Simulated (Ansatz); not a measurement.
# CsH (model cell, started as wurtzite): from the cell to its phonons, part 2 of 2

Wanted: phonon frequencies of CsH (model cell, started as wurtzite) and what follows from them.

Ansatz 0.2.0; DFT PBEsol, scalar-relativistic, plane waves, PAW.

So far: The starting structure; Bringing the structure to rest.

The structure was built from a prototype and need not be the compound's stable phase.

## (3) Relaxing to small forces for the phonons

Phonons need a cell at rest on their own settings, so the relaxation is repeated with tight tolerances on forces and stress, using the mesh and the filling of the phonon run that follows.

input.yaml reads:

```yaml
crystal:
  lattice:
    - [5.2137866865, 3.1938e-06, 0.0]
    - [-2.6068961092, 4.5152701235, 0.0]
    - [0.0, 0.0, 6.2352662035]
  atoms:
    - { symbol: Cs, position: [0.3333333333, 0.6666666667, -0.0621939823] }
    - { symbol: Cs, position: [0.6666666667, 0.3333333333, 0.4378060177] }
    - { symbol: H, position: [0.3333333333, 0.6666666667, 0.4371939823] }
    - { symbol: H, position: [0.6666666667, 0.3333333333, 0.9371939823] }
kpoints:
  mp_grid: { grid: [6, 6, 4] }
hamiltonian:
  xc: pbesol
scf:
  occupations: { method: fixed }
output:
  forces: true
  stress: true
  eigenvalues: true
relax:
  adjacent_minimum: "off"
  f_tol: 0.001
  max_steps: 60
  cell: { stress_tol: 0.01 }
```

The run is started by

```console
> ansatz run input.yaml --threads 4 --pin off --max-ram 7168MiB --backend cpu --events-out ev --progress --plain --runs-dir out
```

Numbers of over 12 decimals in the logs are rounded to 6 here.

The log of the run:

```text
[...]
Crystal: 4 atoms, lattice volume = 146.789 Å³
Basis set: ecut = 420 eV, 2895 PW (Γ), exchange–correlation on 72×72×90 points (8 copies of the dense FFT grid, shifted against one another)
Bands: 14, of which v1, the nominal top of the filled ones, is band 10 counted from 1 (9 counted from 0)
Symmetry: 12 space group operations
[...]
k-points: 21 of 144 (time reversal used)
[...]
--- Relaxed structure (3 steps of the walk, 3 accepted, 1 SCFs on fresh bases) ---
[...]
cell:  # Å, volume = 147.1760 Å³
    - [5.222757, 3.199317183056896e-6, 0]
    - [-2.611381, 4.523039, 0]
    - [0.0, 0, 6.230266]
  atoms:
    - { symbol: Cs, position: [0.333333, 0.666667, -0.062469] }
    - { symbol: Cs, position: [0.666667, 0.333333, 0.437531] }
    - { symbol: H, position: [0.333333, 0.666667, 0.437469] }
    - { symbol: H, position: [0.666667, 0.333333, 0.937469] }
[key lines of the parts left out:]
SCF converged after 5 iterations
Free energy (F): -11203.467723 eV
Fermi energy:    2.343370 eV
P = ⅓ Tr σ = -0.0007 GPa (-0.007 kbar)
```

The job ended after 6.8 s (4 threads of Arm Neoverse V1, shared host; peak memory 0.4 GiB; 22 s of CPU time).

Relaxation path:

| step | energy less that of the first step (eV) | largest force component (eV/Å) | pressure (GPa) | volume (Å³) |
| --- | --- | --- | --- | --- |
| 1 | 0.0000 | 0.0023 | 0.02 | 146.79 |
| 2 | 0.0000 | 0.0011 | 0.01 | 146.97 |
| 3 | 0.0000 | 0.0002 | 0.00 | 147.18 |
| 4* | -0.0001 | 0.0002 | 0.00 | 147.18 |

Relaxation steps marked * repeat the geometry before them on a plane-wave basis chosen anew for their cell, so energy and pressure can jump there.

The run keeps the 12 symmetry operations that it works with, so distortions that break them were not tested.

| cell as run | before | after | change |
| --- | --- | --- | --- |
| a (Å) | 5.214 | 5.223 | +0.2 % |
| b (Å) | 5.214 | 5.223 | +0.2 % |
| c (Å) | 6.235 | 6.230 | -0.1 % |
| volume (Å³/atom) | 36.70 | 36.79 | +0.3 % |

This step gave:

| Quantity | Value |
| --- | --- |
| pressure | -7.37e-4 GPa |
| gap on the k-mesh | 2.875 eV |
| volume per atom | 36.79 Å³ |
| direct gap on mesh | 3.016 eV |

The largest force component left is 0.24 meV/Å and the pressure is -0.001 GPa, within the tolerances set. The cell now holds 36.79 Å³/atom. Within 0.01 Å the structure now has space group P6_3/mmc, not the P6_3mc of the start.

## (4) Response at finite wavevector

The mesh has a single point along some directions, so zone-edge points there are not solved. Linear response on a 2×2×1 q mesh gives force constants as far as a supercell of that size would.

input.yaml reads:

```yaml
crystal:
  lattice:
    - [5.2227573905, 3.1993e-06, 0.0]
    - [-2.6113814659, 4.5230389783, 0.0]
    - [0.0, 0.0, 6.2302656004]
  atoms:
    - { symbol: Cs, position: [0.3333333333, 0.6666666667, -0.0624688471] }
    - { symbol: Cs, position: [0.6666666667, 0.3333333333, 0.4375311529] }
    - { symbol: H, position: [0.3333333333, 0.6666666667, 0.4374688471] }
    - { symbol: H, position: [0.6666666667, 0.3333333333, 0.9374688471] }
kpoints:
  mp_grid: { grid: [6, 6, 4] }
hamiltonian:
  xc: pbesol
scf:
  occupations: { method: fixed }
output:
  eigenvalues: true
phonons:
  method: dfpt
  dielectric: true
  rigid_motions: translations
  raman: true
  qmesh: [2, 2, 1]
  temperatures: { t_max: 1000, t_step: 50 }
  qpath:
    path:
      - [[0.0, 0.0, 0.0], [0.5, 0.0, 0.0], [0.33333333, 0.33333333, 0.0], [0.0, 0.0, 0.0], [0.0, 0.0, 0.5], [0.5, 0.0, 0.5], [0.33333333, 0.33333333, 0.5], [0.0, 0.0, 0.5]]
      - [[0.5, 0.0, 0.5], [0.5, 0.0, 0.0]]
      - [[0.33333333, 0.33333333, 0.5], [0.33333333, 0.33333333, 0.0]]
    npoints: 10
```

The log of the run:

```text
Warning: phonons: the dynamical matrix that this run interpolates holds no multipole term above the dipole-dipole one, and a site of this crystal is no centre of inversion, so its interpolated transverse optical and acoustic branches and sound speeds can stay off near Gamma, and the density of states and the thermodynamics with them. What a run solves at a wave vector of phonons.qpoints, Gamma apart, where the deck admits one, is free of this, and under fd what a larger phonons.supercell samples
[...]
Crystal: 4 atoms, lattice volume = 147.176 Å³
Basis set: ecut = 420 eV, 2907 PW (Γ), exchange–correlation on 72×72×96 points (8 copies of the dense FFT grid, shifted against one another)
Bands: 14, of which v1, the nominal top of the filled ones, is band 10 counted from 1 (9 counted from 0)
Symmetry: 12 space group operations
k-points: 47 of 144 (irreducible under 2 space group operations, time reversal used)
[...]
SCF iter   1: F=—  HF=-11203.469777 eV  |F-HF|=—  |Δ(HF+E_count)|=         —  Δρ=3.61e-3  dr2=1.78e-2  ethr=1.77e-3  ⟨swp⟩=4.8  Hψ=3275  notcnv=0  defer=86
[...]
SCF iter   8: F=-11203.467723 eV  HF=-11203.467723 eV  |F-HF|=1.64e-11  |Δ(HF+E_count)|=   1.19e-9  Δρ=1.11e-7  dr2=1.14e-11  ethr=1.00e-12  ⟨swp⟩=10.6  Hψ=5214  notcnv=0
SCF 1 converged in 8 iterations: F = -11203.467723 eV  dr2 = 1.14e-11
[...]
DFPT response loops at Γ: preconditioner auto → Resta (q_TF=auto, 1.956 Å⁻¹)  ε∞=4.6 (no band partly filled); β = 1.00, the filter's whole step (`scf.mixing.beta` (0.50) is not read by the response loops at its default; to damp them type it under 1.00, their step now; it binds the ground state too); Broyden in place of MSR1
── the response to a field inside a basis, on 6×6×6 k-points: an SCF that follows is theirs, and a resumed run solves both again ──
Bands: 11, of which v1, the nominal top of the filled ones, is band 10 counted from 1 (9 counted from 0)
k-points: 36 of 216 (irreducible under 4 space group operations, time reversal used)
[...]
Eigensolver: Dense (36 Hₖ)
SCF iter   1: F=—  HF=-11203.466863 eV  |F-HF|=—  |Δ(HF+E_count)|=         —  Δρ=1.05e-4  dr2=3.24e-6  ethr=1.00e-1
[...]
SCF iter   5: F=-11203.466868 eV  HF=-11203.466868 eV  |F-HF|=2.00e-11  |Δ(HF+E_count)|=  5.55e-10  Δρ=4.51e-8  dr2=5.02e-12  ethr=1.02e-12
SCF 1 converged in 5 iterations: F = -11203.466868 eV  dr2 = 5.02e-12
[...]
NSCF: frozen V_eff on 21 k-points
[...]
DFPT response loops at q = (0, -0.5, 0) (fractional): preconditioner auto → Resta (q_TF=auto, 1.956 Å⁻¹)  ε∞=4.6 (no band partly filled); β = 1.00, the filter's whole step (`scf.mixing.beta` (0.50) is not read by the response loops at its default; to damp them type it under 1.00, their step now; it binds the ground state too); Broyden in place of MSR1
SCF converged after 8 iterations
Free energy (F): -11203.467723 eV
[...]
Internal energy: -11203.467723 eV  (E = F + TS)
E sigma→0 (E₀):  -11203.467723 eV
Fermi energy:    2.343371 eV
[...]
--- Band table (eV; the first three rows and the last of 47) ---
  k-point 0: bands = [... 6 lower, -5.4751, -5.2856, 0.8902, 1.4061, 6.5520, 6.7240, 6.7240, 7.5586]
  k-point 1: bands = [... 6 lower, -5.5128, -5.4398, 1.2119, 1.5776, 6.4507, 6.4507, 6.6248, 7.0261]
  k-point 2: bands = [... 6 lower, -5.6029, -5.6029, 1.6736, 1.6736, 6.4931, 6.4931, 6.4931, 6.4931]
  k-point 46: bands = [... 6 lower, -5.5356, -5.3957, 1.9486, 2.0397, 5.3538, 5.7904, 6.7833, 7.0288]
--- Phonons (Γ-DFPT): 4 representative perturbations + reference, on 47 of 144 k-points (Σ response iterations 12) ---
  k mesh reduced under 2 symmetry operations, with k and −k counted as one. Each operation leaves every solved perturbation unchanged. A smaller set is not considered because the run solves the response to a homogeneous field
  ASR residual: 8.214e-5 → 0.000e0 eV/Å²; symmetrization residual: 1.249e-5 eV/Å²
  ASR residual per site (eV/Å²): 4.56e-5 4.56e-5 8.21e-5 8.21e-5
  Γ frequencies (cm⁻¹): 0.00 0.00 0.00 35.77 35.77 60.64 410.60 483.41 501.04 501.04 502.57 502.57
  ε∞ (high-frequency dielectric tensor):
        2.726998     0.000000     0.000000
        0.000000     2.726998     0.000000
        0.000000     0.000000     2.868967
  ε⁰ (static dielectric tensor: ions relaxed, cell fixed):
        5.191203     0.000000     0.000000
        0.000000     5.191203     0.000000
        0.000000     0.000000     7.867173
  ε⁰ − ε∞ (ionic part):
        2.464205     0.000000     0.000000
        0.000000     2.464205     0.000000
        0.000000     0.000000     4.998206
  softest optical mode at Γ: 35.77 cm⁻¹; the repairs (sum rule, projections) moved no ω² at Γ by more than (7.91 cm⁻¹)²
  Born effective charges Z* (e; rows j = field, columns β = displacement):
    site 0:
         0.96497    0.00000   -0.00000
         0.00000    0.96497    0.00000
         0.00000    0.00000    1.12282
    site 1:
         0.96497    0.00000    0.00000
         0.00000    0.96497   -0.00000
         0.00000   -0.00000    1.12282
    site 2:
        -0.96497   -0.00000    0.00000
        -0.00000   -0.96497   -0.00000
        -0.00000    0.00000   -1.12282
    site 3:
        -0.96497   -0.00000    0.00000
        -0.00000   -0.96497   -0.00000
        -0.00000    0.00000   -1.12282
  Z* charge neutrality: 1.192e-3 e pre-enforcement
  solved inside a basis spanned on kpoints, on 6×6×6 k-points: ε∞ is read to err by 6.4e-3, Z* by 1.0e-2 e (field_mesh: kpoints solves on kpoints); Z* is corrected for what the basis lacks
  Raman tensors (in the event stream and the table raman_tensors.tsv): an entry may err by 3.2e-3 Å², one of the second-order susceptibility by 8.3e-4 pm/V (basis, points and sum rule); their sum over the sites missed zero by 1.470e-4 Å² ahead of its enforcement
  optical modes at Γ without the LO–TO term, one row a degenerate level:
      ω (cm⁻¹)  modes    IR ((D/Å)²/amu)  static Raman (Å⁴/amu)  depolarisation
         35.77      2             0.0000                 0.9557           0.750
         60.64      1             0.0000                 0.0000               —
        410.60      1            58.1473                 0.0002           0.678
        483.41      1             0.0000                 0.0000               —
        501.04      2             0.0000               604.3264           0.750
        502.57      2            85.8962                 0.0000               —
  optical modes at Γ + LO–TO along q̂ = [1.0000, 0.0000, 0.0000]:
      ω (cm⁻¹)  modes    IR ((D/Å)²/amu)  static Raman (Å⁴/amu)  depolarisation
         35.77      2             0.0000                 0.9557           0.750
         60.64      1             0.0000                 0.0000               —
        410.60      1            58.1473                 0.0002           0.678
        483.41      1             0.0000                 0.0000               —
        501.04      2             0.0000               604.3264           0.750
        502.57      1            42.9481                 0.0000               —
        693.40      1            42.9481                 0.0000               —
  optical modes at Γ + LO–TO along q̂ = [0.0000, 1.0000, 0.0000]:
      ω (cm⁻¹)  modes    IR ((D/Å)²/amu)  static Raman (Å⁴/amu)  depolarisation
         35.77      2             0.0000                 0.9557           0.750
         60.64      1             0.0000                 0.0000               —
        410.60      1            58.1473                 0.0002           0.678
        483.41      1             0.0000                 0.0000               —
        501.04      2             0.0000               604.3264           0.750
        502.57      1            42.9481                 0.0000               —
        693.40      1            42.9481                 0.0000               —
  optical modes at Γ + LO–TO along q̂ = [0.0000, 0.0000, 1.0000]:
      ω (cm⁻¹)  modes    IR ((D/Å)²/amu)  static Raman (Å⁴/amu)  depolarisation
         35.77      2             0.0000                 0.9557           0.750
         60.64      1             0.0000                 0.0000               —
        483.41      1             0.0000                 0.0000               —
        501.04      2             0.0000               604.3264           0.750
        502.57      2            85.8962                 0.0000               —
        679.93      1            58.1473                 0.0000               —
--- Phonons (arbitrary-q DFPT): 2 irreducible q on the 2×2×1 mesh ---
  q = [0.0000, 0.0000, 0.0000] (star 1, of the zone-centre solve; hermiticity 2.00e-5, symmetrization 1.00e-5): -0.00 -0.00 0.00 35.77 35.77 60.64 410.60 483.41 501.04 501.04 502.57 502.57
  q = [0.0000, -0.5000, 0.0000] (star 3, 6 solved perturbations in 398 linear systems a pass and spin channel, the states on 76 of 144 k-point pairs; hermiticity 2.03e-6, symmetrization 9.01e-7): 15.99 35.80 47.48 48.40 51.14 62.29 439.64 451.51 460.29 482.59 605.93 617.96
  sum rule: each row above includes the acoustic sum rule's correction from the zone centre's row sums; it moved no ω² by more than (4.71 cm⁻¹)²
  mesh force constants: q→R imaginary residual 1.10e-17; ASR residual 8.214e-5 → 0.000e0 eV/Å²; symmetrization residual 8.882e-16 eV/Å²
  interpolated dispersion: 94 rows × 12 modes
  density of states and harmonic sums: on the 14×14×10 q-mesh, interpolated from the force constants of a 2×2×1 supercell (with the dipole–dipole term)
  largest difference from the sums on the solved wave vectors: F 1.71e-1 eV, S 2.37e-4 and C_V 6.35e-5 eV/K
  zero-point energy: 0.207084 eV/cell   skipped modes (ω ≤ 0): 3   left out of the sums: 1.28e-4 of the cell's modes: C_V's classical limit lies that fraction below 3 k_B per atom; for a crystal, a wire or a layer, F and S can be off by more, and a phonons.interpolated_qmesh denser along its periods is the remedy for the sampling
```

It took 2.4 min on 4 threads; peak memory 1.3 GiB; 8.4 min of CPU time.

This step gave:

| Quantity | Value |
| --- | --- |
| sum-rule residual before enforcement | 8.21e-5 eV/Å² |
| miss of the charge sum rule | 0.001192 e |
| estimated error of the dielectric tensor | 0.006436 |
| estimated error of the Born charges | 0.01002 e |
| point group | 6mm |
| highest optical mode at the zone centre (no LO-TO term) | 502.6 cm⁻¹ |
| lowest optical zone-centre mode | 35.77 cm⁻¹ |
| mean high-frequency dielectric constant | 2.774 |
| largest Born charge (third of the trace) | 1.018 e |
| mean static dielectric constant | 6.083 |
| top of the zone-centre spectrum with the field | 693.4 cm⁻¹ |
| lowest mode on the q mesh (acoustic modes at Γ apart) | 15.99 cm⁻¹ |
| highest frequency at a solved wavevector (no LO-TO term at Γ) | 618.0 cm⁻¹ |

Optical modes at the zone centre, without and with the macroscopic field of the longitudinal modes; each column is sorted by frequency, so a row need not hold one and the same mode. Modes with and without the field, by row:

| rank among optical modes | no field (cm⁻¹) | q along (1, 0, 0) (cm⁻¹) | q along (0, 0, 1) (cm⁻¹) |
| --- | --- | --- | --- |
| 1 | 35.8 | 35.8 | 35.8 |
| 2 | 35.8 | 35.8 | 35.8 |
| 3 | 60.6 | 60.6 | 60.6 |
| 4 | 410.6 | 410.6 | 483.4 |
| 5 | 483.4 | 483.4 | 501 |
| 6 | 501 | 501 | 501 |
| 7 | 501 | 501 | 502.6 |
| 8 | 502.6 | 502.6 | 502.6 |
| 9 | 502.6 | 693.4 | 679.9 |

Born charge (rows field, columns displacement) (e), principal values of the symmetric part by kind of site:

| atom | atoms with these values | low | middle | high | mean |
| --- | --- | --- | --- | --- | --- |
| Cs1 | 2 | 0.96 | 0.96 | 1.12 | 1.02 |
| H3 | 2 | -1.12 | -0.96 | -0.96 | -1.02 |

In full for Cs1:

```
0.96 0.00 0.00
0.00 0.96 0.00
0.00 0.00 1.12
```

High-frequency dielectric tensor:

```
2.73 0.00 0.00
0.00 2.73 0.00
0.00 0.00 2.87
```

Static dielectric tensor (ions relaxed, fixed cell):

```
5.19 0.00 0.00
0.00 5.19 0.00
0.00 0.00 7.87
```

Transverse modes. Infrared lines, with heights relative to the strongest:

| position (cm⁻¹) | relative intensity |
| --- | --- |
| 36 | 0.0 |
| 61 | 0.0 |
| 411 | 68 |
| 483 | 0.0 |
| 501 | 0.0 |
| 503 | 100 |

Activity x (w_L - w)^4 (n + 1)/w, 532 nm, 300 K; modes without the macroscopic field alone. Raman lines, with heights relative to the strongest:

| position (cm⁻¹) | relative intensity |
| --- | --- |
| 36 | 14 |
| 61 | 0.0 |
| 411 | 0.0 |
| 483 | 0.0 |
| 501 | 100 |
| 503 | 0.0 |

Frequencies (cm⁻¹) solved at each irreducible wavevector; negative means imaginary. Frequencies by wavevector, by row:

| q in reciprocal lattice units | star | mode 1 | mode 2 | mode 3 | mode 4 | mode 10 | mode 11 | mode 12 |
| --- | --- | --- | --- | --- | --- | --- | --- | --- |
| 0 0 0 | 1 | 0 | 0 | 0 | 35.8 | 501 | 502.6 | 502.6 |
| 0 -0.5 0 | 3 | 16 | 35.8 | 47.5 | 48.4 | 482.6 | 605.9 | 618 |

Symmetry leaves 2 wavevectors to solve. The lowest mode among them, the acoustic zeros apart, lies at q = (0, -0.5, 0) and is real, 16.0 cm⁻¹.

## (5) Isotope substitution

An isotope changes the mass and not the force constants, so no new electronic calculation is needed; the shifts show which modes move this element.

The same force constants with the mass of H changed from 1.008 to 2.014 u (phonopy, no LO-TO term). Both lists are sorted by frequency; levels can cross, so a row need not hold one and the same mode. Modes under 3 cm⁻¹ are left out. Isotope shifts, by row:

| q | rank | natural mass (cm⁻¹) | changed mass (cm⁻¹) |
| --- | --- | --- | --- |
| 0 0 0 | 4 | 35.77 | 35.69 |
| 0 0 0 | 5 | 35.77 | 35.69 |
| 0 0 0 | 6 | 60.64 | 60.62 |
| 0 0 0 | 7 | 410.6 | 291.6 |
| 0 0 0 | 8 | 483.4 | 342.1 |
| 0 0 0 | 9 | 501 | 355.3 |
| 0 0 0 | 10 | 501 | 355.3 |
| 0 0 0 | 11 | 502.6 | 356.9 |
| 0 0 0 | 12 | 502.6 | 356.9 |
| 0 -0.5 0 | 1 | 15.99 | 15.93 |
| 0 -0.5 0 | 2 | 35.8 | 35.73 |
| 0 -0.5 0 | 3 | 47.48 | 47.41 |
| 0 -0.5 0 | 4 | 48.4 | 48.35 |
| 0 -0.5 0 | 5 | 51.14 | 51.11 |
| 0 -0.5 0 | 6 | 62.29 | 62.27 |
| 0 -0.5 0 | 7 | 439.6 | 311.6 |
| 0 -0.5 0 | 8 | 451.5 | 320.7 |
| 0 -0.5 0 | 9 | 460.3 | 326 |
| 0 -0.5 0 | 10 | 482.6 | 342 |
| 0 -0.5 0 | 11 | 605.9 | 428.9 |
| 0 -0.5 0 | 12 | 618 | 437.3 |

A mode of this element alone would shift by -29.26 %. The highest zone-centre frequency without the field goes from 502.6 to 356.9 cm⁻¹ (-29.0 %). The product of the frequency ratios over all optical modes at Γ is 0.127; the product rule, (m/m′)^(3k/2) (M′/M)^(3/2) with k = 2 such atoms and M the mass of the cell, gives 0.127.

## (6) Summary of results

```
space group after relaxation (within 0.01 Å)            : P6_3/mmc
volume per atom                                         : 36.8 Å³
gap on the k-mesh                                       : 2.88 eV
highest optical mode at the zone centre (no LO-TO term) : 503 cm⁻¹
top of the zone-centre spectrum with the field          : 693 cm⁻¹
lowest optical zone-centre mode                         : 35.8 cm⁻¹
mean high-frequency dielectric constant                 : 2.77
mean static dielectric constant                         : 6.08
largest Born charge (third of the trace)                : 1.02 e
lowest mode on the q mesh (acoustic modes at Γ apart)   : 16.0 cm⁻¹
imaginary modes on the 2×2×1 q mesh                     : none
```

In words: The structure is a minimum as far as tested: no mode is imaginary at the 2 irreducible wavevectors of the 2×2×1 mesh, and the softest away from the acoustic zeros lies at 16 cm⁻¹. Without the field, the optical modes at Γ span 36 to 503 cm⁻¹. With the macroscopic field of the longitudinal modes the top of the zone-centre spectrum lies at 693 cm⁻¹, against 503 cm⁻¹ without it. Lattice motion raises the mean dielectric constant from 2.774 to 6.083. The strongest infrared line is at 503 cm⁻¹. Averaged over orientations, the strongest Raman line at 532 nm and 300 K is at 501 cm⁻¹, among the modes without the field; their longitudinal partners can be Raman active too. The q mesh is too sparse to interpolate, so only the solved wavevectors are given. The relaxed cell left the space group of the starting entry, even within 0.1 Å, so it may not be the phase that the entry, or a measurement on it, describes. The program warns that the interpolation holds no quadrupole term, so branches close to Γ can be off in this crystal. Spin-orbit coupling is left out, which can matter for the heavy elements here. The starting cell was built on a prototype and not taken from a measurement, so the phase need not exist. These are harmonic frequencies at zero temperature: anharmonic shifts, linewidths and thermal expansion are left out.

[Logs are printed without paths, hosts, clocks, repeated set-up lines and the standing remarks that a program may print on its own settings, such as how far it seeks lower states.]

[Hosts, paths, dates, database ids (printed as entryN), source tags and the programs' standing remarks are cut or masked in the printed files.]
